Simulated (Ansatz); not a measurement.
# LaSb (model cell, started as zinc blende): relaxing the cell for a phonon run

Wanted: the relaxed cell of LaSb (model cell, started as zinc blende).

Method: DFT PBEsol, scalar-relativistic, plane waves, PAW, in Ansatz 0.2.0.

Most raw output is cut from this account.

The structure was built from a prototype and need not be the compound's stable phase.

## 1. Set-up

It takes space group F-43m (No. 216, cubic). Conventional cell: a = 7.120 Å, b = 7.120 Å, c = 7.120 Å, α = 90.00°, β = 90.00°, γ = 90.00°. La has 4 Sb at 3.08 Å nearest. Nearest to Sb lie 4 La at 3.08 Å. Farther neighbours are not listed.

## 2. A coarse first look

A quick single point on a coarse mesh tells whether the cell has a gap and how far it is from rest, which sets the k mesh and smearing that follow.

input.yaml reads:

```yaml
crystal:
  lattice:
    - [0.0, 3.56017, 3.56017]
    - [3.56017, 0.0, 3.56017]
    - [3.56017, 3.56017, 0.0]
  atoms:
    - { symbol: La, position: [0.0, 0.0, 0.0] }
    - { symbol: Sb, position: [0.25, 0.25, 0.25] }
kpoints:
  mp_grid: { grid: [4, 4, 4] }
hamiltonian:
  xc: pbesol
scf:
  occupations: { method: gaussian, width: 0.1 }
output:
  forces: true
  stress: true
  eigenvalues: true
```

The run is started by

```
> ansatz run input.yaml --threads 4 --pin off --max-ram 7168MiB --backend cpu --events-out ev --progress --plain --runs-dir out
```

It took 0.8 s on 4 threads of Arm Neoverse V1, shared host; peak memory 0.36 GiB; 2.2 s of CPU time.

A gap read on the k-mesh alone can miss the band edges.

This step gave:

| Item | Value |
| --- | --- |
| pressure | 0.8962 GPa |
| gap on the k-mesh | 1.177 eV |
| volume per atom | 45.12 Å³ |
| direct gap on mesh | 1.177 eV |

The coarse mesh shows a gap of 1.18 eV and a pressure of 0.9 GPa.

## 3. Bringing the structure to rest

The cell and atoms are relaxed, since residual forces and stress would shift the frequencies.

input.yaml, the sections that differ from step 2:

```yaml
kpoints:
  mp_grid: { grid: [6, 6, 6] }
scf:
  occupations: { method: gaussian, width: 0.02 }
output:
  forces: true
  stress: true
  eigenvalues: true
  write_density: true
  write_potential: true
  elf: true
  volumetric_format: npy
relax:
  adjacent_minimum: "off"
  f_tol: 0.005
  max_steps: 80
  cell: { stress_tol: 0.05 }
# crystal, hamiltonian: as in step 2
```

Run time: 4.4 s. Hardware: 4 threads; peak memory 0.42 GiB; 15 s of CPU time.

The steps of the relaxation:

| step | energy less that of the first step (eV) | largest force component (eV/Å) | pressure (GPa) | volume (Å³) |
| --- | --- | --- | --- | --- |
| 1 | 0.0000 | 0.0000 | 0.92 | 90.25 |
| 2 | -0.0050 | 0.0000 | -0.37 | 93.53 |
| 3 | -0.0063 | 0.0000 | -0.01 | 92.57 |
| 4* | -0.0064 | 0.0000 | -0.01 | 92.57 |

Relaxation steps marked * repeat the geometry before them on a plane-wave basis chosen anew for their cell, so energy and pressure can jump there.

The run keeps the 24 symmetry operations that it works with, so distortions that break them were not tested.

| conventional cell, symmetrised | before | after | change |
| --- | --- | --- | --- |
| a (Å) | 7.120 | 7.181 | +0.8 % |
| b (Å) | 7.120 | 7.181 | +0.8 % |
| c (Å) | 7.120 | 7.181 | +0.8 % |
| volume (Å³/atom) | 45.12 | 46.28 | +2.6 % |

The relaxed structure:

```xyz
2
Lattice="0.0000 3.5904 3.5904 3.5904 0.0000 3.5904 3.5904 3.5904 0.0000" Properties=species:S:1:pos:R:3 pbc="T T T"
La    0.0000    0.0000    0.0000
Sb    1.7952    1.7952    1.7952
```

This step gave:

```
pressure           : -0.01394 GPa
gap on the k-mesh  : 1.231 eV
volume per atom    : 46.28 Å³
direct gap on mesh : 1.231 eV
```

ELF in the ac plane of a cell with a along [110], b along [-110] and c along [001] of the cube at fractional y = 0.000, with atoms of La and Sb within 0.2 Å of it. It is the smooth field of the valence electrons, not physical close to the nuclei.

Values, 11 rows by 16 columns, each cell a mean:
```
0.53 0.65 0.36 0.63 0.64 0.43 0.53 0.62 0.53 0.65 0.36 0.63 0.64 0.43 0.53 0.62
0.56 0.36 0.51 0.34 0.29 0.50 0.38 0.50 0.56 0.36 0.51 0.34 0.29 0.50 0.38 0.50
0.09 0.46 0.47 0.08 0.03 0.36 0.55 0.14 0.09 0.46 0.47 0.08 0.03 0.36 0.55 0.14
0.12 0.55 0.53 0.24 0.19 0.45 0.61 0.21 0.12 0.55 0.53 0.24 0.19 0.45 0.61 0.21
0.07 0.35 0.62 0.60 0.59 0.64 0.45 0.11 0.07 0.35 0.62 0.60 0.59 0.64 0.45 0.11
0.03 0.10 0.33 0.55 0.58 0.41 0.14 0.04 0.03 0.10 0.33 0.55 0.58 0.41 0.14 0.04
0.05 0.05 0.07 0.13 0.14 0.08 0.05 0.05 0.05 0.05 0.07 0.13 0.14 0.08 0.05 0.05
0.05 0.05 0.04 0.03 0.03 0.03 0.05 0.05 0.05 0.05 0.04 0.03 0.03 0.03 0.05 0.05
0.11 0.05 0.03 0.02 0.02 0.02 0.04 0.10 0.11 0.05 0.03 0.02 0.02 0.02 0.04 0.10
0.73 0.51 0.07 0.05 0.07 0.04 0.37 0.72 0.73 0.51 0.07 0.05 0.07 0.04 0.37 0.72
0.41 0.78 0.21 0.34 0.42 0.16 0.66 0.57 0.41 0.78 0.21 0.34 0.42 0.16 0.66 0.57
```
Columns run along a (10.2 Å), rows up along c (7.2 Å), edges of the conventional cell, whose origin can differ from the input's. Atoms in or near the plane, at fractional coordinates: La at (0.50, 0.00), La at (0.00, 0.00), Sb at (0.75, 0.75), Sb at (0.25, 0.75).

Electrostatic potential energy in the ac plane of a cell with a along [110], b along [-110] and c along [001] of the cube at fractional y = 0.000, with atoms of La and Sb within 0.2 Å of it. With pseudopotentials it is smooth inside the atoms' cores, unlike the true potential.

Ten even steps from '_' (-38 eV) to '@' (11 eV), each cell a mean:
```
--__..**%%@@@@@@@@@@%%**..__--..__==##%%@@@@@@@@%%##==__..
__..==##%%%%%%##%%%%%%##==______::**%%%%%%####%%%%%%**::__
==++##%%%%**++==++**%%%%##++====**%%%%##++====++##%%%%**==
##%%%%%%##==------==##%%%%%%####%%%%%%**==----==**%%%%%%##
@@@@@@%%**==--==--==**%%@@@@@@@@@@@@%%++--====--++%%@@@@@@
@@@@@@@@##==--==--==##@@@@@@@@@@@@@@%%++--------++%%@@@@@@
@@@@@@@@%%++==--==++%%@@@@@@@@@@@@@@@@##==----==##@@@@@@@@
@@@@@@@@@@%%******%%@@@@@@@@@@@@@@@@@@%%##****##%%@@@@@@@@
@@@@@@@@@@@@@@%%@@@@@@@@@@@@@@@@@@@@@@@@@@%%%%@@@@@@@@@@@@
@@@@@@@@@@@@@@@@@@@@@@@@@@@@@@@@@@@@@@@@@@@@@@@@@@@@@@@@@@
@@@@@@@@@@@@@@@@@@@@@@@@@@@@@@@@@@@@@@@@@@@@@@@@@@@@@@@@@@
@@@@@@@@@@@@@@@@@@@@@@@@@@@@@@@@@@@@@@@@@@@@@@@@@@@@@@@@@@
@@@@@@@@@@@@@@@@@@@@@@@@@@@@@@@@@@@@@@@@@@@@@@@@@@@@@@@@@@
@@@@@@@@@@@@@@@@@@@@@@@@@@@@@@@@@@@@@@@@@@@@@@@@@@@@@@@@@@
@@@@@@@@@@@@@@@@@@@@@@@@@@@@@@@@@@@@@@@@@@@@@@@@@@@@@@@@@@
%%%%@@@@@@@@@@@@@@@@@@@@@@%%%%%%%%@@@@@@@@@@@@@@@@@@@@%%%%
**##%%%%@@@@@@@@@@@@@@%%%%##****##%%@@@@@@@@@@@@@@@@%%##**
..--**%%%%@@@@@@@@@@%%%%**--..::==##%%@@@@@@@@@@@@%%##==::
____--##%%@@@@@@@@@@%%##--______..++%%@@@@@@@@@@@@%%++..__
++__..**%%@@@@@@@@@@%%**..__**--__==##%%@@@@@@@@%%##==__--
```
Columns run along a (10.2 Å; values clipped at the 3rd and 97th percentile), rows up along c (7.2 Å), edges of the conventional cell, whose origin can differ from the input's. Atoms in or near the plane, at fractional coordinates: La at (0.50, 0.00), La at (0.00, 0.00), Sb at (0.75, 0.75), Sb at (0.25, 0.75).

Valence density in the ac plane of a cell with a along [110], b along [-110] and c along [001] of the cube at fractional y = 0.000, with atoms of La and Sb within 0.2 Å of it. It is the smooth field of the valence electrons, not physical close to the nuclei.

Ten steps, logarithmic in the rise over the least value, from '0' (0 e/Å³) to '9' (19 e/Å³), each cell a mean:
```
44421111111244444311111111344
44321122211234444211222211244
33212234322123332112344321123
11112467642111111123577532111
00112589852110000123799732100
00012589842100000123699631100
00012356532100000012455421000
00001223221000000011233211000
00000111110000000001111110000
00000000000000000000000000000
00000000000000000000000000000
00000000000000000000000000000
00000000000000000000000000000
00000000000000000000000000000
00000000000000000000000000000
00000000000000000000000000000
22100000000012221000000000012
43210000000123443100000000234
44420000000244444310000001344
44421000001244444310000001344
```
Columns run along a (10.2 Å), rows up along c (7.2 Å), edges of the conventional cell, whose origin can differ from the input's. Atoms in or near the plane, at fractional coordinates: La at (0.50, 0.00), La at (0.00, 0.00), Sb at (0.75, 0.75), Sb at (0.25, 0.75).

In this step the volume went from 45.12 to 46.28 Å³/atom.

## 4. Tight relaxation

Phonons need a cell at rest on their own settings, so the relaxation is repeated with tight tolerances on forces and stress, using the mesh and the filling of the phonon run that follows.

input.yaml reads:

```yaml
crystal:
  lattice:
    - [0.0, 3.5903955509, 3.5903955509]
    - [3.5903955509, 0.0, 3.5903955509]
    - [3.5903955509, 3.5903955509, 0.0]
  atoms:
    - { symbol: La, position: [0.0, 0.0, 0.0] }
    - { symbol: Sb, position: [0.25, 0.25, 0.25] }
kpoints:
  mp_grid: { grid: [8, 8, 8] }
hamiltonian:
  xc: pbesol
scf:
  occupations: { method: fixed }
output:
  forces: true
  stress: true
  eigenvalues: true
relax:
  adjacent_minimum: "off"
  f_tol: 0.001
  max_steps: 60
  cell: { stress_tol: 0.01 }
```

It took 5 s on 4 threads; peak memory 0.46 GiB; 18 s of CPU time.

Little changed from the start: no atom moved by 0.005 Å and no cell edge by 0.1 %.

Numbers from this step:

```yaml
pressure: 0.004417 GPa
gap_on_the_k_mesh: 1.208 eV
volume_per_atom: 46.26 Å³
direct_gap_on_mesh: 1.208 eV
```

The forces vanish by symmetry and the pressure is 0.004 GPa, within the tolerances set. The cell now holds 46.26 Å³/atom.

## 5. Outcome

| Property | Result |
| --- | --- |
| space group after relaxation (within 0.01 Å) | F-43m |
| lattice constant a | 7.180 Å |
| lattice constant b | 7.180 Å |
| lattice constant c | 7.180 Å |
| volume per atom | 46.3 Å³ |
| gap on the k-mesh | 1.21 eV |

**Reading.** The forces vanish by symmetry and the pressure is 0.004 GPa, within the tolerances set. The cell now holds 46.26 Å³/atom. The relaxation keeps the symmetry of its start, so it says nothing on stability against lower symmetry. Spin-orbit coupling is left out, which can matter for the heavy elements here. The starting cell was built on a prototype and not taken from a measurement, so the phase need not exist.

[Logs are printed without paths, hosts, clocks, repeated set-up lines and the standing remarks that a program may print on its own settings, such as how far it seeks lower states.]

[Hosts, paths, dates, database ids (printed as entryN), source tags and the programs' standing remarks are cut or masked in the printed files.]
